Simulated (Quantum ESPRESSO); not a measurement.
The O K edge of atom 4 in Pb2ClO2 (I4/mmm), with 4 Pb at 2.35 Å (tetrahedral, site symmetry -4m2), was computed in 2 ways: excited-electron core hole (neutral cell) and half core hole. Program and functional: Quantum ESPRESSO XSpectra, PBEsol, without spin-orbit coupling, Lorentzian half width 0.4 eV; cells of 10 atoms.

Each run is counted from its own lowest empty level or Fermi level and scaled to a mean of 1 over its first 20 eV.

```
E (eV)  run 1  run 2
  -2.0   0.06   0.04
  -1.0   0.15   0.07
   0.0   0.77   0.20
   1.0   0.30   0.12
   2.0   0.16   0.16
   3.0   0.26   0.45
   4.0   0.98   1.52
   5.0   1.80   2.56
   6.0   2.78   2.40
   7.0   2.19   1.43
   8.0   1.24   0.78
   9.0   0.70   0.48
  10.0   0.45   0.48
  11.0   0.45   0.52
  12.0   0.65   0.78
  13.0   0.97   1.04
  14.0   0.83   0.83
  15.0   0.75   0.89
  16.0   0.83   1.02
  17.0   1.14   1.52
  18.0   1.39   1.39
  19.0   1.23   1.03
  20.0   0.79   0.70
  21.0   0.57   0.59
  22.0   0.67   0.81
  23.0   0.71   0.77
  24.0   0.71   0.81
  25.0   0.76   0.87
  26.0   0.74   0.76
  27.0   0.67   0.75
  28.0   0.66   0.81
  29.0   0.83   0.98
  30.0   0.92   1.16
  31.0   0.96   1.03
  32.0   0.87   0.98
```

Q: Which run is which?

Run 1: half core hole (area from −2 to 6 eV 5.9, main maxima 0.3 eV (1.03), 5.9 eV (2.83), 13.1 eV (0.98) and 17.9 eV (1.40)). Run 2: excited-electron core hole (neutral cell) (area from −2 to 6 eV 6.4, main maxima 0.3 eV (0.25), 5.4 eV (2.73), 12.7 eV (1.08) and 17.4 eV (1.58)). 

[Banner, clock and machine lines of the logs are left out without a mark of their own.]

[Logs are printed without paths, hosts, clocks, repeated set-up lines and the standing remarks that a program may print on its own settings, such as how far it seeks lower states.]

[Hosts, paths, dates, database ids (printed as entryN), source tags and the programs' standing remarks are cut or masked in the printed files.]

[Lists of maxima count a maximum above −3 eV only where it reaches 4 % of the highest in the window and stands out from its surroundings by 2 % of it (1.5 % where it reaches 55 %); shoulders and weaker maxima are passed over, and of the rest the first, up to two pre-edge ones and the few strongest are named.]
